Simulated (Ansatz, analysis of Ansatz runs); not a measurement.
# A hop of Li in CsLiBr2 (P4/nmm), charge +1

How high is the barrier when Li changes place in CsLiBr2 (P4/nmm)? The case: Li_i hop between interstitial places, charge +1, in a cell of 64 host atoms with 1 Li put in.

Main program and level: Ansatz 0.2.0; plane-wave PAW DFT, PBEsol; nudged elastic band between two relaxed defect structures at fixed charge in a uniform background.

## Step 1: Set-up

The cell holds 65 atoms: 16 Cs, 17 Li and 32 Br. Cell: a = 14.446 Å, b = 14.446 Å, c = 9.811 Å, α = 90.0°, β = 90.0°, γ = 90.0°. It derives from CsLiBr2 (space group P4/nmm). Nearest the centre at fractional (0.495, 0.380, 0.491): Li65 at 1.73 Å, Br10 at 2.42 Å, Br43 at 2.42 Å, Cs2 at 2.56 Å, Cs35 at 2.78 Å, Br28 at 4.22 Å, Br57 at 4.35 Å, Br12 at 4.35 Å. The cell carries charge +1.

The cell's shortest repeat is 9.8 Å.

## Step 2: Relaxation of the start point, charge +1

A barrier is counted from a minimum, so both ends are relaxed first. Small random displacements break the symmetry of the ideal sites, so that the defect can distort if it gains by it. The charge of +1 is set by the electron count, and a uniform background keeps the cell neutral.

Input file qp1.start/input.yaml:

```yaml
crystal:
  lattice:
    - [10.21487075, 10.21487075, 0.0]
    - [-10.21487075, 10.21487075, 0.0]
    - [0.0, 0.0, 9.81108215]
  atoms:
    - { symbol: Cs, position: [0.125, 0.125, 0.29951371] }
    - { symbol: Cs, position: [0.375, 0.375, 0.29951371] }
    - { symbol: Cs, position: [0.125, 0.375, 0.70048629] }
    - { symbol: Cs, position: [0.375, 0.125, 0.70048629] }
    - { symbol: Li, position: [0.125, 0.375, 0.08388538] }
    - { symbol: Li, position: [0.375, 0.125, 0.08388538] }
    - { symbol: Li, position: [0.125, 0.125, 0.91611462] }
    - { symbol: Li, position: [0.375, 0.375, 0.91611462] }
    - { symbol: Br, position: [0.125, 0.125, 0.66383431] }
    - { symbol: Br, position: [0.375, 0.375, 0.66383431] }
    - { symbol: Br, position: [0.125, 0.375, 0.33616569] }
    - { symbol: Br, position: [0.375, 0.125, 0.33616569] }
    - { symbol: Br, position: [0.0, 0.0, 0.0] }
    - { symbol: Br, position: [0.25, 0.25, 0.0] }
    - { symbol: Br, position: [0.0, 0.25, 0.0] }
    - { symbol: Br, position: [0.25, 0.0, 0.0] }
    - { symbol: Cs, position: [0.125, 0.625, 0.29951371] }
    - { symbol: Cs, position: [0.375, 0.875, 0.29951371] }
    - { symbol: Cs, position: [0.125, 0.875, 0.70048629] }
    - { symbol: Cs, position: [0.375, 0.625, 0.70048629] }
    - { symbol: Li, position: [0.125, 0.875, 0.08388538] }
    - { symbol: Li, position: [0.375, 0.625, 0.08388538] }
    - { symbol: Li, position: [0.125, 0.625, 0.91611462] }
    - { symbol: Li, position: [0.375, 0.875, 0.91611462] }
    - { symbol: Br, position: [0.125, 0.625, 0.66383431] }
    - { symbol: Br, position: [0.375, 0.875, 0.66383431] }
    - { symbol: Br, position: [0.125, 0.875, 0.33616569] }
    - { symbol: Br, position: [0.375, 0.625, 0.33616569] }
    - { symbol: Br, position: [0.0, 0.5, 0.0] }
    - { symbol: Br, position: [0.25, 0.75, 0.0] }
    - { symbol: Br, position: [0.0, 0.75, 0.0] }
    - { symbol: Br, position: [0.25, 0.5, 0.0] }
    - { symbol: Cs, position: [0.625, 0.125, 0.29951371] }
    - { symbol: Cs, position: [0.875, 0.375, 0.29951371] }
    - { symbol: Cs, position: [0.625, 0.375, 0.70048629] }
    - { symbol: Cs, position: [0.875, 0.125, 0.70048629] }
    - { symbol: Li, position: [0.625, 0.375, 0.08388538] }
    - { symbol: Li, position: [0.875, 0.125, 0.08388538] }
    - { symbol: Li, position: [0.625, 0.125, 0.91611462] }
    - { symbol: Li, position: [0.875, 0.375, 0.91611462] }
    - { symbol: Br, position: [0.625, 0.125, 0.66383431] }
    - { symbol: Br, position: [0.875, 0.375, 0.66383431] }
    - { symbol: Br, position: [0.625, 0.375, 0.33616569] }
    - { symbol: Br, position: [0.875, 0.125, 0.33616569] }
    - { symbol: Br, position: [0.5, 0.0, 0.0] }
    - { symbol: Br, position: [0.75, 0.25, 0.0] }
    - { symbol: Br, position: [0.5, 0.25, 0.0] }
    - { symbol: Br, position: [0.75, 0.0, 0.0] }
    - { symbol: Cs, position: [0.625, 0.625, 0.29951371] }
    - { symbol: Cs, position: [0.875, 0.875, 0.29951371] }
    - { symbol: Cs, position: [0.625, 0.875, 0.70048629] }
    - { symbol: Cs, position: [0.875, 0.625, 0.70048629] }
    - { symbol: Li, position: [0.625, 0.875, 0.08388538] }
    - { symbol: Li, position: [0.875, 0.625, 0.08388538] }
    - { symbol: Li, position: [0.625, 0.625, 0.91611462] }
    - { symbol: Li, position: [0.875, 0.875, 0.91611462] }
    - { symbol: Br, position: [0.625, 0.625, 0.66383431] }
    - { symbol: Br, position: [0.875, 0.875, 0.66383431] }
    - { symbol: Br, position: [0.625, 0.875, 0.33616569] }
    - { symbol: Br, position: [0.875, 0.625, 0.33616569] }
    - { symbol: Br, position: [0.5, 0.5, 0.0] }
    - { symbol: Br, position: [0.75, 0.75, 0.0] }
    - { symbol: Br, position: [0.5, 0.75, 0.0] }
    - { symbol: Br, position: [0.75, 0.5, 0.0] }
    - { symbol: Li, position: [0.5, 0.5, 0.5] }
total_charge: 1
basis:
  ecutwfc: 420
  xc_grid: 2
hamiltonian:
  xc: pbesol
kpoints:
  mp_grid: { grid: [1, 1, 1], shift: [0.25, 0.25, 0.25] }
scf:
  occupations: { method: fixed }
  max_iter: 120
output:
  forces: true
relax:
  f_tol: 0.02
  max_steps: 70
  random_displacement: { amplitude: 0.03, seed: 7529 }
```

Launch:

```sh
ansatz run input.yaml --threads 4 --pin off --max-ram 14131MiB --backend cpu --events-out ev --progress --plain --runs-dir out
```

Numbers of over 12 decimals in the logs are rounded to 6 here.

Log:

```text
[... repeated set-up lines and file paths are left out, and long positions are rounded to six places ...]
The last accepted step is kept in <dir> (removed where the run ends without a failure and the disk answers)
Engine: ansatz 0.2.0, aarch64-unknown-linux-gnu
Pseudopotentials: kind: paw
Pseudopotential: Cs, paw, valence charge 9, recommended cutoff 420 eV (normal), Cs.paw.azcp
Pseudopotential: Li, paw, valence charge 3, recommended cutoff 420 eV (normal), Li.paw.azcp
Pseudopotential: Br, paw, valence charge 7, recommended cutoff 420 eV (normal), Br.paw.azcp
Functional definition: PBEsol
  exchange = pbesol_x
  correlation = pbesol_c
Crystal: 65 atoms, lattice volume = 2047.447 Å³
Basis set: ecut = 420 eV, 39949 PW (Γ), exchange–correlation on 200×200×144 points (8 copies of the dense FFT grid, shifted against one another)
Bands: 274, of which v1, the nominal top of the filled ones, is band 209 counted from 1 (208 counted from 0)
Symmetry: 1 space group operations
k-points: 1
Non-local potential: Cs, projectors of the file, l = 0: 3, l = 1: 2, l = 2: 2, l = 3: 2
Non-local potential: Li, projectors of the file, l = 0: 3, l = 1: 2, l = 2: 1
Non-local potential: Br, projectors of the file, l = 0: 2, l = 1: 2, l = 2: 2
PAW form: soft (Blöchl's): semilocal exchange-correlation on the pseudo side does not see the compensation charge
PAW frozen core: Cs, regenerated for the run's functional, and the local potential with it (the file was generated under x = pbe(κ = 0.804, μ = 0.219515), c = pbe(β = 0.066725))
PAW frozen core: Br, regenerated for the run's functional, and the local potential with it (the file was generated under x = pbe(κ = 0.804, μ = 0.219515), c = pbe(β = 0.066725))
PAW one-centre angular grid: Cs, 194 points (default); XC on 64 Gauss nodes
PAW one-centre angular grid: Li, 110 points (default); XC on 64 Gauss nodes
PAW one-centre angular grid: Br, 110 points (default); XC on 64 Gauss nodes
Initial density: superposition of atomic densities (neutral atoms scaled as one to the charged cell's electrons: chi_scale 0, normalization atom), corrected by the library's trained network
Initial wavefunctions: pseudopotential atomic-orbital guess
Functional: x = pbesol(κ = 0.804, μ = 0.123457), c = pbesol(β = 0.046)
SCF iter   1: F=—  HF=-180502.648453 eV  |F-HF|=—  |Δ(HF+E_count)|=         —  Δρ=1.51e-3  dr2=6.90e-2  ethr=1.77e-3  ⟨swp⟩=9.0  Hψ=1228  notcnv=0  defer=61
preconditioner: auto → Resta (q_TF=auto, 2.094 Å⁻¹)  ε∞=2.8  [insulator: Δε(μ)=3.763 eV  Ē_g=11.499 eV  n_scr=314 (ndim 8)  ℏωp=15.4 eV  f_vac=0.037  ε∞_Penn≈2.8]
SCF iter   2: F=—  HF=-180502.627512 eV  |F-HF|=—  |Δ(HF+E_count)|=   2.09e-2  Δρ=7.72e-4  dr2=1.60e-2  ethr=1.65e-5  ⟨swp⟩=4.0  Hψ=476  notcnv=0  defer=63
SCF iter   3: F=—  HF=-180502.624999 eV  |F-HF|=—  |Δ(HF+E_count)|=   2.51e-3  Δρ=1.63e-4  dr2=6.79e-4  ethr=3.83e-6  ⟨swp⟩=3.0  Hψ=426  notcnv=0  defer=60
automatic band count: iteration 3 solves 271 bands in place of 274: the levels show a gap, and the empty bands left out lie too high to hold charge; the band table lists the bands solved (type scf.n_extra_bands for more)
SCF iter   4: F=—  HF=-180502.624227 eV  |F-HF|=—  |Δ(HF+E_count)|=   7.73e-4  Δρ=3.49e-5  dr2=4.45e-5  ethr=1.63e-7  ⟨swp⟩=2.0  Hψ=347  notcnv=0  defer=60
iter 5 did not close the SCF: its close was put off for the readings that it lacked (scf_convergence_deferred on its scf_iter line)
SCF iter   5: F=-180502.624247 eV  HF=-180502.624243 eV  |F-HF|=4.01e-6  |Δ(HF+E_count)|=   1.62e-5  Δρ=1.02e-5  dr2=2.82e-6  ethr=1.07e-8  ⟨swp⟩=2.0  Hψ=400  notcnv=0  defer=60
SCF iter   6: F=-180502.624247 eV  HF=-180502.624247 eV  |F-HF|=3.09e-7  |Δ(HF+E_count)|=   4.41e-6  Δρ=2.30e-6  dr2=2.26e-7  ethr=6.76e-10  ⟨swp⟩=2.0  Hψ=839  notcnv=0
SCF 1 converged in 6 iterations: F = -180502.624247 eV  dr2 = 2.26e-7
  greatest PAW one-centre occupation: 1.000 electrons in one spin orbital (limit 2), on the Li atom at site 6 (counted from 0), in its partial waves of l = 0
relax step   1: F+E_penalty+E_count = -180502.62424747 eV  Δ(F+E_penalty+E_count) = +0.000e0 eV  max|allowed force component| = 6.497e-1 eV/Å  Δτ_max = 0.0000 Å  (6 SCF iters, dr2 threshold 1.00e-5 eV, accepted)
[... the SCF cycles and remarks between the steps are left out from here to the last step ...]
relax step   2: F+E_penalty+E_count = -180503.45926674 eV  Δ(F+E_penalty+E_count) = -8.350e-1 eV  max|allowed force component| = 3.942e-1 eV/Å  Δτ_max = 0.1949 Å  (5 SCF iters, dr2 threshold 2.64e-5 eV, accepted)
relax step   3: F+E_penalty+E_count = -180503.78315478 eV  Δ(F+E_penalty+E_count) = -3.239e-1 eV  max|allowed force component| = 1.053e-1 eV/Å  Δτ_max = 0.1961 Å  (5 SCF iters, dr2 threshold 9.71e-6 eV, accepted)
relax step   4: F+E_penalty+E_count = -180503.80533319 eV  Δ(F+E_penalty+E_count) = -2.218e-2 eV  max|allowed force component| = 1.244e-1 eV/Å  Δτ_max = 0.2000 Å  (6 SCF iters, dr2 threshold 7.92e-7 eV, accepted)
relax step   5: F+E_penalty+E_count = -180503.84257814 eV  Δ(F+E_penalty+E_count) = -3.724e-2 eV  max|allowed force component| = 1.113e-2 eV/Å  Δτ_max = 0.0646 Å  (5 SCF iters, dr2 threshold 1.10e-6 eV, accepted)
iter 1 solved again at ethr=2.27e-10 eV; its pass at ethr=3.10e-3 eV (dr2=9.50e-7 eV) is discarded
SCF iter   1: F=—  HF=-180503.842581 eV  |F-HF|=—  |Δ(HF+E_count)|=         —  Δρ=6.39e-6  dr2=9.47e-7  ethr=2.27e-10  ⟨swp⟩=1.0  Hψ=566  notcnv=0  defer=56
automatic band count: iteration 1 solves 271 bands in place of 274: the levels show a gap, and the empty bands left out lie too high to hold charge; the band table lists the bands solved (type scf.n_extra_bands for more)
SCF iter   2: F=—  HF=-180503.842578 eV  |F-HF|=—  |Δ(HF+E_count)|=   3.41e-6  Δρ=3.64e-6  dr2=3.32e-7  ethr=2.26e-10  ⟨swp⟩=2.0  Hψ=425  notcnv=0  defer=56
SCF iter   3: F=-180503.842578 eV  HF=-180503.842578 eV  |F-HF|=2.41e-8  |Δ(HF+E_count)|=   3.85e-7  Δρ=8.63e-7  dr2=2.49e-8  ethr=2.39e-11  ⟨swp⟩=3.0  Hψ=1030  notcnv=0
SCF 6 converged in 3 iterations: F = -180503.842578 eV  dr2 = 2.49e-8
relax step   6: F+E_penalty+E_count = -180503.84257840 eV  Δ(F+E_penalty+E_count) = -2.681e-7 eV  max|allowed force component| = 1.113e-2 eV/Å  Δτ_max = 0.0000 Å  (3 SCF iters, accepted)
SCF converged after 3 iterations
Free energy (F): -180503.842578 eV
Harris-Foulkes:  -180503.842578 eV  (|F-HF|=2.41e-8)
Internal energy: -180503.842578 eV  (E = F + TS)
E sigma→0 (E₀):  -180503.842578 eV
Fermi energy:    2.210081 eV
--- Per-component energies (eV) ---
  E_band       = -2828.572888
  E_kinetic    = 6940.228486
  E_local      = -13615.006734  (includes V_loc(G=0)·N_el)
  E_nonlocal   = 2193.294561
  E_hartree    = 4089.254327
  E_xc         = -11336.779377
  E_vxc        = -5606.530900  (∫ρ·V_xc dr)
  E_paw        = -150559.151545  (= ΣΔE_a)
  E_vpaw       = -919.068282  (= ΣTr[D̂ρ^β])
  E_aug_tail   = 0.000207  (compensation charges beyond the density's cutoff)
  E_ewald      = -18220.941716
  E_core_change = 5.259212  (= ΣΔE_core)
  E_smearing   = -0.000000  (= −TS)
  E_closure    = 0.000000  (closes the sum)
  E_deformation_potential = 10.533148  (in the stress; not in F)
  Σ components = -180503.842578   (vs F -180503.842578, Δ=0.00e0)
--- Forces (eV/Å), atoms counted from 1 ---
  atom   1  Cs     0.00031683    -0.00406442    -0.00085858
  atom   2  Cs    -0.00058546     0.00450417    -0.00125762
  [... 7 atoms left out ...]
  atom  10  Br     0.00086173    -0.00509667    -0.00745733
  [... 1 atom left out ...]
  atom  12  Br    -0.00323491     0.00314612    -0.00032644
  [... 15 atoms left out ...]
  atom  28  Br    -0.00289283    -0.00160604     0.00892915
  [... 6 atoms left out ...]
  atom  35  Cs    -0.00226197    -0.00079502    -0.00230952
  [... 1 atom left out ...]
  atom  37  Li     0.00090983     0.00121733     0.00202408
  [... 5 atoms left out ...]
  atom  43  Br     0.00596148    -0.00036435     0.00863591
  [... 5 atoms left out ...]
  atom  49  Cs    -0.00013718    -0.00275117    -0.00197997
  [... 7 atoms left out ...]
  atom  57  Br     0.00141118     0.00180161    -0.00862972
  [... 7 atoms left out ...]
  atom  65  Li    -0.00124211     0.00358820     0.00148586
  max |Σ_I F_I| component: 3.53e-6 eV/Å
--- Relaxed structure (6 steps of the walk, 6 accepted, 0 SCFs on fresh bases) ---
  F+E_penalty+E_count = -180503.84257840 eV   max|allowed force component| = 1.113e-2 eV/Å
  atoms:
    - { symbol: Cs, position: [0.122118, 0.122272, 0.298918] }
    - { symbol: Cs, position: [0.360739, 0.360972, 0.278458] }
    [... 7 atoms left out ...]
    - { symbol: Br, position: [0.394347, 0.394623, 0.645799] }
    [... 1 atom left out ...]
    - { symbol: Br, position: [0.373425, 0.121155, 0.332356] }
    [... 15 atoms left out ...]
    - { symbol: Br, position: [0.394320, 0.605579, 0.354308] }
    [... 6 atoms left out ...]
    - { symbol: Cs, position: [0.638878, 0.361178, 0.721860] }
    [... 1 atom left out ...]
    - { symbol: Li, position: [0.620204, 0.379556, 0.093999] }
    [... 5 atoms left out ...]
    - { symbol: Br, position: [0.605175, 0.394708, 0.354262] }
    [... 5 atoms left out ...]
    - { symbol: Cs, position: [0.638811, 0.639184, 0.278581] }
    [... 7 atoms left out ...]
    - { symbol: Br, position: [0.605142, 0.605576, 0.645949] }
    [... 7 atoms left out ...]
    - { symbol: Li, position: [0.499705, 0.499989, 0.499993] }
```

Elapsed: 1.8 min, on 4 threads of Arm Neoverse V1, shared host; peak memory 2.7 GiB.

Relaxation path:

| step | energy less that of the first step (eV) | largest force component (eV/Å) |
| --- | --- | --- |
| 1 | 0.0000 | 0.6497 |
| 2 | -0.8350 | 0.3942 |
| 3 | -1.1589 | 0.1053 |
| 4 | -1.1811 | 0.1244 |
| 5 | -1.2183 | 0.0111 |
| 6 | -1.2183 | 0.0111 |

The atoms that moved most (Å, from the sites as typed, ahead of the random displacement, the mean shift of all atoms taken out):

| atom | dx | dy | dz | length |
| --- | --- | --- | --- | --- |
| Br43 | -0.402 | 0.000 | 0.177 | 0.439 |
| Br57 | -0.002 | -0.400 | -0.176 | 0.437 |
| Br10 | -0.001 | 0.399 | -0.178 | 0.437 |
| Br28 | 0.398 | 0.000 | 0.177 | 0.436 |
| Cs2 | 0.000 | -0.288 | -0.207 | 0.355 |
| Cs20 | -0.287 | -0.001 | 0.207 | 0.354 |
| Cs35 | 0.285 | 0.001 | 0.209 | 0.354 |
| Cs49 | -0.002 | 0.287 | -0.206 | 0.353 |

Neighbours of Li65 at the end:

| atom | distance (Å) |
| --- | --- |
| Br43 | 2.584 |
| Br10 | 2.585 |
| Br28 | 2.586 |
| Br57 | 2.588 |
| Cs2 | 3.576 |
| Cs20 | 3.577 |
| Cs49 | 3.578 |
| Cs35 | 3.578 |

This step gave:

```
free energy                                                                                       : -180503.8426 eV
r.m.s. move of the farther half of the atoms                                                      : 0.06538 Å
largest move from the ideal geometry of this structure, a common shift of the far atoms taken out : 0.4392 Å
```

The relaxation gained 1.218 eV and ended with a largest force component of 0.011 eV/Å.

## Step 3: Relaxation of the end point, charge +1

The end point is relaxed in the same cell and settings, so that the two energies compare. Atoms more than 3.2 Å from the middle of the hop start where the first relaxation left them, the nearer ones on or close to their ideal places, with small random displacements.

Input file qp1.end/input.yaml:

```yaml
crystal:
  lattice:
    - [10.21487075, 10.21487075, 0.0]
    - [-10.21487075, 10.21487075, 0.0]
    - [0.0, 0.0, 9.81108215]
  atoms:
    - { symbol: Cs, position: [0.12209853, 0.12196397, 0.298887] }
    - { symbol: Cs, position: [0.375, 0.375, 0.29951371] }
[... 1 atom line left out ...]
    - { symbol: Cs, position: [0.37583359, 0.12572566, 0.69636893] }
[... 3 atom lines left out ...]
    - { symbol: Li, position: [0.37934537, 0.37918868, 0.90599239] }
[... 1 atom line left out ...]
    - { symbol: Br, position: [0.375, 0.375, 0.66383431] }
[... 1 atom line left out ...]
    - { symbol: Br, position: [0.37340496, 0.12084629, 0.33232541] }
[... 15 atom lines left out ...]
    - { symbol: Br, position: [0.39429991, 0.60527124, 0.35427713] }
[... 4 atom lines left out ...]
    - { symbol: Cs, position: [0.62389236, 0.12598189, 0.3040334] }
[... 1 atom line left out ...]
    - { symbol: Cs, position: [0.625, 0.375, 0.70048629] }
[... 1 atom line left out ...]
    - { symbol: Li, position: [0.62018464, 0.37924745, 0.09396836] }
[... 5 atom lines left out ...]
    - { symbol: Br, position: [0.625, 0.375, 0.33616569] }
[... 13 atom lines left out ...]
    - { symbol: Br, position: [0.60512249, 0.60526732, 0.64591771] }
[... 7 atom lines left out ...]
    - { symbol: Li, position: [0.4896, 0.2604, 0.483] }
total_charge: 1
basis:
  ecutwfc: 420
  xc_grid: 2
hamiltonian:
  xc: pbesol
kpoints:
  mp_grid: { grid: [1, 1, 1], shift: [0.25, 0.25, 0.25] }
scf:
  occupations: { method: fixed }
  max_iter: 120
output:
  forces: true
relax:
  f_tol: 0.02
  max_steps: 70
  random_displacement: { amplitude: 0.01, seed: 7529 }
```

Log:

```text
[...]
Crystal: 65 atoms, lattice volume = 2047.447 Å³
Basis set: ecut = 420 eV, 39949 PW (Γ), exchange–correlation on 200×200×144 points (8 copies of the dense FFT grid, shifted against one another)
Bands: 274, of which v1, the nominal top of the filled ones, is band 209 counted from 1 (208 counted from 0)
Symmetry: 1 space group operations
k-points: 1
[...]
SCF iter   1: F=—  HF=-180502.272037 eV  |F-HF|=—  |Δ(HF+E_count)|=         —  Δρ=1.54e-3  dr2=7.27e-2  ethr=1.77e-3  ⟨swp⟩=9.0  Hψ=1229  notcnv=0  defer=61
[...]
SCF iter   6: F=-180502.246040 eV  HF=-180502.246039 eV  |F-HF|=2.94e-7  |Δ(HF+E_count)|=   4.19e-6  Δρ=2.32e-6  dr2=2.27e-7  ethr=7.48e-10  ⟨swp⟩=2.0  Hψ=867  notcnv=0
SCF 1 converged in 6 iterations: F = -180502.246040 eV  dr2 = 2.27e-7
[...]
max |Σ_I F_I| component: 3.89e-5 eV/Å
--- Relaxed structure (5 steps of the walk, 5 accepted, 0 SCFs on fresh bases) ---
  F+E_penalty+E_count = -180503.84268516 eV   max|allowed force component| = 8.684e-3 eV/Å
  atoms:
    - { symbol: Cs, position: [0.125790, 0.125393, 0.303324] }
    - { symbol: Cs, position: [0.360857, 0.388286, 0.278410] }
    [... 5 atoms left out ...]
    - { symbol: Li, position: [0.379012, 0.370360, 0.905623] }
    [... 1 atom left out ...]
    - { symbol: Br, position: [0.394042, 0.355329, 0.645222] }
    [... 1 atom left out ...]
    - { symbol: Br, position: [0.394097, 0.144206, 0.354287] }
    [... 15 atoms left out ...]
    - { symbol: Br, position: [0.373799, 0.628264, 0.332986] }
    [... 6 atoms left out ...]
    - { symbol: Cs, position: [0.638287, 0.388407, 0.721022] }
    [... 1 atom left out ...]
    - { symbol: Li, position: [0.619999, 0.370351, 0.093849] }
    [... 5 atoms left out ...]
    - { symbol: Br, position: [0.605065, 0.355441, 0.354311] }
    [... 13 atoms left out ...]
    - { symbol: Br, position: [0.625590, 0.628337, 0.666506] }
    [... 7 atoms left out ...]
    - { symbol: Li, position: [0.499611, 0.249692, 0.499680] }
[key lines of the parts left out:]
SCF converged after 6 iterations
Free energy (F): -180503.842685 eV
Fermi energy:    2.212031 eV
```

Wall time 95 s (4 threads); peak memory 2.7 GiB; 6.1 min of CPU time.

Relaxation path:

| step | energy less that of the first step (eV) | largest force component (eV/Å) |
| --- | --- | --- |
| 1 | 0.0000 | 0.7342 |
| 2 | -0.8738 | 0.4393 |
| 3 | -1.3639 | 0.1917 |
| 4 | -1.5814 | 0.0396 |
| 5 | -1.5966 | 0.0087 |

The atoms that moved most (Å, from the sites as typed, ahead of the random displacement):

| atom | dx | dy | dz | length |
| --- | --- | --- | --- | --- |
| Br41 | -0.456 | 0.019 | -0.223 | 0.508 |
| Br12 | -0.027 | 0.450 | 0.215 | 0.500 |
| Br28 | -0.444 | 0.026 | -0.209 | 0.491 |
| Br57 | -0.026 | 0.445 | 0.202 | 0.489 |
| Br43 | -0.003 | -0.403 | 0.178 | 0.441 |
| Br10 | 0.396 | -0.006 | -0.183 | 0.436 |
| Cs33 | 0.299 | -0.002 | -0.253 | 0.392 |
| Cs4 | -0.004 | -0.302 | 0.244 | 0.388 |

Neighbours of Li65 at the end:

| atom | distance (Å) |
| --- | --- |
| Br12 | 2.585 |
| Br41 | 2.585 |
| Br43 | 2.586 |
| Br10 | 2.587 |
| Cs33 | 3.569 |
| Cs2 | 3.569 |
| Cs35 | 3.570 |
| Cs4 | 3.571 |

Read from the output:

- free energy: -180503.8427 eV
- r.m.s. move of the farther half of the atoms: 0.06259 Å
- largest move from the ideal geometry of this structure, a common shift of the far atoms taken out: 0.4368 Å

The relaxation gained 1.597 eV and ended with a largest force component of 0.0087 eV/Å. The end lies within 1 meV of the start.

[end of part 1 of 3]

[Logs are printed without paths, hosts, clocks, repeated set-up lines and the standing remarks that a program may print on its own settings, such as how far it seeks lower states.]

[Hosts, paths, dates, database ids (printed as entryN), source tags and the programs' standing remarks are cut or masked in the printed files.]
